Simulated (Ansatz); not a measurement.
# Meshes and cutoff for the phonons of AlPt3N (built on the sites of a database entry of InNi3N)

Wanted: convergence of the phonons of AlPt3N (built on the sites of a database entry of InNi3N) against cost.

Calculated with Ansatz 0.2.0; DFT LDA, scalar-relativistic, plane waves, PAW.

Report form: the programs' logs are mostly left out.

The structure was built from a prototype and need not be the compound's stable phase.

## (1) Starting point

It takes space group Pm-3m (No. 221, cubic). Conventional cell: a = 4.108 Å, b = 4.108 Å, c = 4.108 Å, α = 90.00°, β = 90.00°, γ = 90.00°. Nearest to Al lie 12 Pt at 2.90 Å. Nearest to Pt lie 2 N at 2.05 Å. Nearest to N lie 6 Pt at 2.05 Å. Farther neighbours and most contacts between anions are not listed.

## (2) Tight relaxation

Phonons need a cell at rest on their own settings, so the relaxation is repeated with tight tolerances on forces and stress, using the mesh and the filling of the phonon run that follows.

Contents of input.yaml:

```yaml
crystal:
  lattice:
    - [4.1076068523, 0.0, 0.0]
    - [0.0, 4.1076068523, 0.0]
    - [0.0, 0.0, 4.1076068523]
  atoms:
    - { symbol: Al, position: [0.0, 0.0, 0.0] }
    - { symbol: Pt, position: [0.5, 0.5, 0.0] }
    - { symbol: Pt, position: [0.5, 0.0, 0.5] }
    - { symbol: Pt, position: [0.0, 0.5, 0.5] }
    - { symbol: "N", position: [0.5, 0.5, 0.5] }
kpoints:
  mp_grid: { grid: [8, 8, 8] }
hamiltonian:
  xc: lda
scf:
  occupations: { method: methfessel_paxton, width: 0.15 }
output:
  forces: true
  stress: true
  eigenvalues: true
relax:
  adjacent_minimum: "off"
  f_tol: 0.001
  max_steps: 60
  cell: { stress_tol: 0.01 }
```

Started as:

```console
ansatz run input.yaml --threads 8 --pin off --max-ram 14336MiB --backend cpu --events-out ev --progress --plain --runs-dir out
```

Wall time 7.1 s (8 threads of Intel Xeon Platinum 8259CL at 2.50GHz (Skylake/Cascade Lake), shared host); peak memory 0.56 GiB.

Little changed from the start: no atom moved by 0.005 Å and no cell edge by 0.1 %.

Numbers from this step:

```
pressure          : -5.40e-4 GPa
volume per atom   : 13.86 Å³
gap on the k-mesh : 0 eV
```

The forces vanish by symmetry and the pressure is -0.001 GPa, within the tolerances set. The cell now holds 13.86 Å³/atom.

## (3) Phonons on a q mesh

Stability and thermal properties need the whole zone. Linear response on a 4×4×4 q mesh gives force constants as far as a supercell of that size would.

Contents of input.yaml:

```yaml
crystal:
  lattice:
    - [4.1073061256, 0.0, 0.0]
    - [0.0, 4.1073061256, 0.0]
    - [0.0, 0.0, 4.1073061256]
  atoms:
    - { symbol: Al, position: [0.0, 0.0, 0.0] }
    - { symbol: Pt, position: [0.5, 0.5, 0.0] }
    - { symbol: Pt, position: [0.5, 0.0, 0.5] }
    - { symbol: Pt, position: [0.0, 0.5, 0.5] }
    - { symbol: "N", position: [0.5, 0.5, 0.5] }
kpoints:
  mp_grid: { grid: [8, 8, 8] }
hamiltonian:
  xc: lda
scf:
  occupations: { method: methfessel_paxton, width: 0.15 }
output:
  eigenvalues: true
phonons:
  method: dfpt
  qmesh: [4, 4, 4]
  temperatures: { t_max: 1000, t_step: 50 }
  qpath:
    path:
      - [[0.0, 0.0, 0.0], [0.0, 0.5, 0.0], [0.5, 0.5, 0.0], [0.0, 0.0, 0.0], [0.5, 0.5, 0.5], [0.0, 0.5, 0.0]]
      - [[0.5, 0.5, 0.5], [0.5, 0.5, 0.0]]
    npoints: 10
```

It took 8.3 min on 8 threads; peak memory 3.1 GiB; 61 min of CPU time.

This step gave:

```
sum-rule residual before enforcement                    : 3.41e-5 eV/Å²
lowest frequency on the path                            : -138.7 cm⁻¹
point group                                             : m-3m
highest frequency on the path or at a solved wavevector : 586.8 cm⁻¹
highest optical mode at the zone centre (no LO-TO term) : 348.7 cm⁻¹
lowest optical zone-centre mode                         : -138.7 cm⁻¹
lowest mode on the q mesh (acoustic modes at Γ apart)   : -138.7 cm⁻¹
```

Frequencies (cm⁻¹) solved at each irreducible wavevector; negative means imaginary. Frequencies by wavevector, by row:

```
q in reciprocal lattice units  star  mode 1  mode 2  mode 3  mode 4  mode 13  mode 14  mode 15
                        0 0 0     1  -138.7  -138.7  -138.7  -104.8    348.7    348.7    348.7
                     0 0 0.25     6  -128.9  -128.9   -91.6   -91.6    358.9    358.9    472.8
                     0 0 -0.5     3  -114.9  -114.9   -89.8   -67.4    370.4    370.4    586.8
                  0 0.25 0.25    12  -113.3   -95.3   -91.3   -74.7    368.1    467.4    470.3
                  0 0.25 -0.5    12  -102.5   -88.3   -70.1   -69.6    379.2    456.9    578.7
                  0 -0.5 -0.5     3   -86.6   -77.5   -77.5   -71.8    385.4    566.7    566.7
               0.25 0.25 0.25     8  -102.2   -89.1   -89.1   -27.1    458.8    458.8    464.9
               0.25 0.25 -0.5    12   -95.4   -87.7   -66.3   -17.1    449.2    456.2    573.2
               0.25 -0.5 -0.5     6   -78.4   -78.4   -70.1    54.9    456.9    569.2    569.2
               -0.5 -0.5 -0.5     1   -69.2   -69.2   -69.2      47    566.5    566.5    566.5
```

Interpolated from a 4×4×4 q mesh. The phonon branches at the labelled points (cm⁻¹):

```
    point  branch 1  branch 2  branch 3  branch 4  branch 12  branch 13  branch 14  branch 15
        Γ      -139      -139      -139      -105         57        349        349        349
  halfway      -129      -129       -92       -92        136        359        359        473
        X      -115      -115       -90       -67        177        370        370        587
  halfway      -102       -88       -70       -70        178        379        457        579
        M       -87       -78       -78       -72        180        385        567        567
  halfway      -113       -95       -91       -75        159        368        467        470
        Γ      -139      -139      -139      -105         57        349        349        349
  halfway      -102       -89       -89       -27        173        459        459        465
        R       -69       -69       -69        47        212        566        566        566
  halfway       -95       -88       -66       -17        186        449        456        573
        X      -115      -115       -90       -67        177        370        370        587
jump to R       -69       -69       -69        47        212        566        566        566
  halfway       -78       -78       -70        55        198        457        569        569
        M       -87       -78       -78       -72        180        385        567        567
```

Symmetry leaves 10 wavevectors to solve. The lowest mode among them, the acoustic zeros apart, lies at Γ and is imaginary, 138.7i cm⁻¹, so the energy falls along it.

## (4) Another q mesh, q mesh 2×2×2

The q mesh is changed to 2×2×2, to see how far the force constants must reach.

Edit input.yaml of step 3 so:

```diff
@@ -21,3 +21,3 @@
   method: dfpt
-  qmesh: [4, 4, 4]
+  qmesh: [2, 2, 2]
   temperatures: { t_max: 1000, t_step: 50 }
```

Wall time 1.8 min (8 threads); peak memory 1.2 GiB; 13 min of CPU time.

## (5) Another q mesh, k-mesh 9×9×9, q mesh 3×3×3

The q mesh is changed to 3×3×3, to see how far the force constants must reach; the k mesh is 9×9×9, against 8×8×8 in the base run, so that the q mesh divides it.

Edit input.yaml of step 4 so:

```diff
@@ -12,3 +12,3 @@
 kpoints:
-  mp_grid: { grid: [8, 8, 8] }
+  mp_grid: { grid: [9, 9, 9] }
 hamiltonian:
@@ -21,3 +21,3 @@
   method: dfpt
-  qmesh: [2, 2, 2]
+  qmesh: [3, 3, 3]
   temperatures: { t_max: 1000, t_step: 50 }
```

Elapsed: 5.8 min, on 8 threads; peak memory 4 GiB.

Numbers from this step:

* sum-rule residual before enforcement: 3.60e-5 eV/Å²
* lowest frequency on the path: -134.9 cm⁻¹
* highest frequency on the path or at a solved wavevector: 589.6 cm⁻¹
* highest optical mode at the zone centre (no LO-TO term): 352.2 cm⁻¹
* lowest optical zone-centre mode: -134.9 cm⁻¹
* lowest mode on the q mesh (acoustic modes at Γ apart): -134.9 cm⁻¹

Frequencies (cm⁻¹) solved at each irreducible wavevector; negative means imaginary. Frequencies by wavevector, by row:

```
q in reciprocal lattice units  star  mode 1  mode 2  mode 3  mode 4  mode 13  mode 14  mode 15
                        0 0 0     1  -134.9  -134.9  -134.9  -101.6    352.2    352.2    352.2
                   0 0 0.3333     6  -125.3  -125.3   -85.8     -82    365.6    365.6    534.8
              0 0.3333 0.3333    12   -95.7   -88.3   -83.9   -61.2    376.4    520.3    525.8
         0.3333 0.3333 0.3333     8     -88   -74.9   -74.9    57.9      514    514.8    514.8
```

## (6) Another k mesh, k-mesh 2×2×2, q mesh 2×2×2

The k mesh is changed to 2×2×2 on a small fixed q mesh, to find the coarsest that serves.

Edit input.yaml of step 5 so:

```diff
@@ -12,3 +12,3 @@
 kpoints:
-  mp_grid: { grid: [9, 9, 9] }
+  mp_grid: { grid: [2, 2, 2] }
 hamiltonian:
@@ -21,3 +21,3 @@
   method: dfpt
-  qmesh: [3, 3, 3]
+  qmesh: [2, 2, 2]
   temperatures: { t_max: 1000, t_step: 50 }
```

Run time: 18 s. Hardware: 8 threads; peak memory 0.85 GiB; 96 s of CPU time.

The run finished; it serves as a test, and its numbers are not taken as the result.

## (7) Another k mesh, k-mesh 4×4×4, q mesh 2×2×2

The k mesh is changed to 4×4×4 on a small fixed q mesh, to find the coarsest that serves.

Edit input.yaml of step 6 so:

```diff
@@ -12,3 +12,3 @@
 kpoints:
-  mp_grid: { grid: [2, 2, 2] }
+  mp_grid: { grid: [4, 4, 4] }
 hamiltonian:
```

Wall time 48 s (8 threads); peak memory 0.71 GiB; 5.1 min of CPU time.

The run finished; it serves as a test, and its numbers are not taken as the result.

## (8) Another k mesh, k-mesh 6×6×6, q mesh 2×2×2

The k mesh is changed to 6×6×6 on a small fixed q mesh, to find the coarsest that serves.

Edit input.yaml of step 7 so:

```diff
@@ -12,3 +12,3 @@
 kpoints:
-  mp_grid: { grid: [4, 4, 4] }
+  mp_grid: { grid: [6, 6, 6] }
 hamiltonian:
```

It took 86 s on 8 threads; peak memory 0.89 GiB; 9.8 min of CPU time.

The highest optical mode at the zone centre (no LO-TO term) is 368.1 cm⁻¹, +19.4 cm⁻¹ against the base run.

## (9) Another k mesh, q mesh 2×2×2

The k mesh is changed to 8×8×8 on a small fixed q mesh, to find the coarsest that serves.

Edit input.yaml of step 8 so:

```diff
@@ -12,3 +12,3 @@
 kpoints:
-  mp_grid: { grid: [6, 6, 6] }
+  mp_grid: { grid: [8, 8, 8] }
 hamiltonian:
```

Elapsed: 2.5 min, on 8 threads; peak memory 1.2 GiB.

The highest optical mode at the zone centre (no LO-TO term) is 348.7 cm⁻¹, +0.0 cm⁻¹ against the base run.

## (10) Another k mesh, k-mesh 12×12×12, q mesh 2×2×2

The k mesh is changed to 12×12×12 on a small fixed q mesh, to find the coarsest that serves.

Edit input.yaml of step 9 so:

```diff
@@ -12,3 +12,3 @@
 kpoints:
-  mp_grid: { grid: [8, 8, 8] }
+  mp_grid: { grid: [12, 12, 12] }
 hamiltonian:
```

It took 6 min on 8 threads; peak memory 2.4 GiB; 42 min of CPU time.

Frequencies (cm⁻¹) solved at each irreducible wavevector; negative means imaginary. Frequencies by wavevector, by row:

```
q in reciprocal lattice units  star  mode 1  mode 2  mode 3  mode 4  mode 13  mode 14  mode 15
                        0 0 0     1  -138.8  -138.8  -138.8  -102.3    346.4    346.4    346.4
                     0 0 -0.5     3  -118.4  -118.4   -86.5   -64.9    366.6    366.6    587.6
                  0 -0.5 -0.5     3   -97.4   -71.5   -71.5   -69.3    376.7    567.4    567.4
               -0.5 -0.5 -0.5     1   -70.8   -70.8   -70.8      45    566.7    566.7    566.7
```

The highest optical mode at the zone centre (no LO-TO term) is 346.4 cm⁻¹, -2.3 cm⁻¹ against the base run.

## (11) Comparing the runs

Times are for 8 threads of Intel Xeon Platinum 8259CL at 2.50GHz (Skylake/Cascade Lake), shared host. The series side by side:

```
no.    k-mesh  lowest mode on the q mesh (acoustic modes at Γ apart) (cm⁻¹)  highest frequency on the path or at a solved wavevector (cm⁻¹)     time  memory (GiB)
  1     6×6×6                                                        -120.4                                                           570.4     86 s          0.89
  2     8×8×8                                                        -138.7                                                           586.8  2.5 min           1.2
  3  12×12×12                                                        -138.8                                                           587.6    6 min           2.4
```

The runs together. The phonon density of states by wavenumber; read off at these points; values in 1/cm⁻¹/cell:

```
wavenumber (cm⁻¹)    6×6×6    8×8×8  12×12×12
             -125   5.0e-5  0.00514   0.00581
             -105   0.0422   0.0318    0.0268
              -85    0.117    0.122     0.116
              -75   0.0978    0.117     0.118
              -55   0.0371   0.0362    0.0377
              -25   0.0134   0.0143    0.0139
               -5   0.0107   0.0109    0.0109
               15   0.0110   0.0112    0.0115
               45   0.0300   0.0239    0.0235
               65   0.0427   0.0431    0.0432
               85    0.106    0.108     0.108
               95   0.0725   0.0748    0.0770
              115   0.0150   0.0268    0.0287
              135   0.0444   0.0642    0.0633
              145   0.0140   0.0150    0.0168
              165   0.0328   0.0176    0.0178
              185  0.00653   0.0131    0.0108
              215        0   1.2e-4    7.0e-5
              235        0        0         0
              265        0        0         0
              285        0        0         0
              305        0        0         0
              335        0        0         0
              355        0  0.00446   0.00674
              385   0.0229   0.0210    0.0168
              405   0.0141   0.0122    0.0104
              435   0.0124   0.0108   0.00981
              455  0.00961  0.00885    0.0086
              475   0.0116   0.0112    0.0109
              505   0.0127  0.00914   0.00907
              525   0.0120   0.0112    0.0109
              555   0.0373   0.0173    0.0175
              575   2.0e-5   0.0107    0.0114
```

The partial phonon density of states, Al has structure finer than the step of the table below, so its rows give means over 25 cm⁻¹, whole bins alone (the curve runs from -130 to 595 cm⁻¹). Peaks (cm⁻¹: height): 6×6×6 84.1: 0.0779; 8×8×8 88.6: 0.0685; 12×12×12 88.6: 0.0699.

The runs together, line Al. Table of partial phonon density of states, Al by wavenumber; means over each step; values in 1/cm⁻¹/cell:

```
wavenumber (cm⁻¹)    6×6×6    8×8×8  12×12×12
             -100  0.00208  0.00152   0.00140
              -75  0.00261  0.00293   0.00280
              -50  0.00104  0.00156   0.00157
              -25   2.5e-4   4.8e-4    4.9e-4
                0   1.2e-4   7.1e-5    8.4e-5
               25   8.6e-4   7.1e-4    5.5e-4
               50  0.00577  0.00498   0.00449
               75   0.0478   0.0409    0.0398
              100   0.0420   0.0467    0.0470
              125  0.00906   0.0108    0.0109
              150  0.00420  0.00494   0.00536
              175  0.00299  0.00239   0.00329
              200   4.9e-5   6.5e-5    1.2e-4
              225        0        0         0
              250        0        0         0
              275        0        0         0
              300        0        0         0
              325        0        0         0
              350   2.2e-6   3.2e-5    4.1e-5
              375   8.2e-5   7.4e-5    7.1e-5
              400   5.4e-5   6.6e-5    7.9e-5
              425   6.5e-5   4.8e-5    3.5e-5
              450   8.4e-5   6.7e-5    8.3e-5
              475   2.9e-5   4.0e-5    3.1e-5
              500   9.9e-5   7.1e-5    8.0e-5
              525   4.4e-5   3.8e-5    3.4e-5
              550   1.3e-4   1.1e-4    1.0e-4
              575   2.4e-5   6.8e-5    6.9e-5
```

## (12) Another cutoff, cutoff 170 eV, q mesh 2×2×2

The cutoff is set to 170 eV on a small fixed q mesh.

Edit input.yaml of step 10 so:

```diff
@@ -12,3 +12,3 @@
 kpoints:
-  mp_grid: { grid: [12, 12, 12] }
+  mp_grid: { grid: [8, 8, 8] }
 hamiltonian:
@@ -28 +28,3 @@
     npoints: 10
+basis:
+  ecutwfc: 170
```

Wall time 55 s (8 threads); peak memory 0.79 GiB; 6 min of CPU time.

The run finished; it serves as a test, and its numbers are not taken as the result.

## (13) Another cutoff, cutoff 230 eV, q mesh 2×2×2

The cutoff is set to 230 eV on a small fixed q mesh.

Edit input.yaml of step 12 so:

```diff
@@ -29,2 +29,2 @@
 basis:
-  ecutwfc: 170
+  ecutwfc: 230
```

The job ended after 73 s (8 threads; peak memory 0.88 GiB; 8.2 min of CPU time).

The run finished; it serves as a test, and its numbers are not taken as the result.

## (14) Another cutoff, cutoff 290 eV, q mesh 2×2×2

The cutoff is set to 290 eV on a small fixed q mesh.

Edit input.yaml of step 13 so:

```diff
@@ -29,2 +29,2 @@
 basis:
-  ecutwfc: 230
+  ecutwfc: 290
```

The job ended after 81 s (8 threads; peak memory 0.96 GiB; 9.3 min of CPU time).

The run finished; it serves as a test, and its numbers are not taken as the result.

## (15) Another cutoff, cutoff 360 eV, q mesh 2×2×2

The cutoff is set to 360 eV on a small fixed q mesh.

Edit input.yaml of step 14 so:

```diff
@@ -29,2 +29,2 @@
 basis:
-  ecutwfc: 290
+  ecutwfc: 360
```

The job ended after 2 min (8 threads; peak memory 1.1 GiB; 14 min of CPU time).

Frequencies (cm⁻¹) solved at each irreducible wavevector; negative means imaginary. Frequencies by wavevector, by row:

```
q in reciprocal lattice units  star  mode 1  mode 2  mode 3  mode 4  mode 13  mode 14  mode 15
                        0 0 0     1  -139.8  -139.8  -139.8  -104.9    346.9    346.9    346.9
                     0 0 -0.5     3  -115.3  -115.3   -89.9     -68    368.6    368.6    586.6
                  0 -0.5 -0.5     3   -86.4   -77.7   -77.7   -71.9    383.9    566.3    566.3
               -0.5 -0.5 -0.5     1   -69.3   -69.3   -69.3    44.4    565.9    565.9    565.9
```

The highest optical mode at the zone centre (no LO-TO term) is 346.9 cm⁻¹, -1.8 cm⁻¹ against the base run.

## (16) Another cutoff, cutoff 550 eV, q mesh 2×2×2

The cutoff is set to 550 eV on a small fixed q mesh.

Edit input.yaml of step 15 so:

```diff
@@ -29,2 +29,2 @@
 basis:
-  ecutwfc: 360
+  ecutwfc: 550
```

It took 3.2 min on 8 threads; peak memory 1.5 GiB.

The highest optical mode at the zone centre (no LO-TO term) is 349.3 cm⁻¹, +0.6 cm⁻¹ against the base run.

(Continued in part 2 of 2.)

[Logs are printed without paths, hosts, clocks, repeated set-up lines and the standing remarks that a program may print on its own settings, such as how far it seeks lower states.]

[Hosts, paths, dates, database ids (printed as entryN), source tags and the programs' standing remarks are cut or masked in the printed files.]
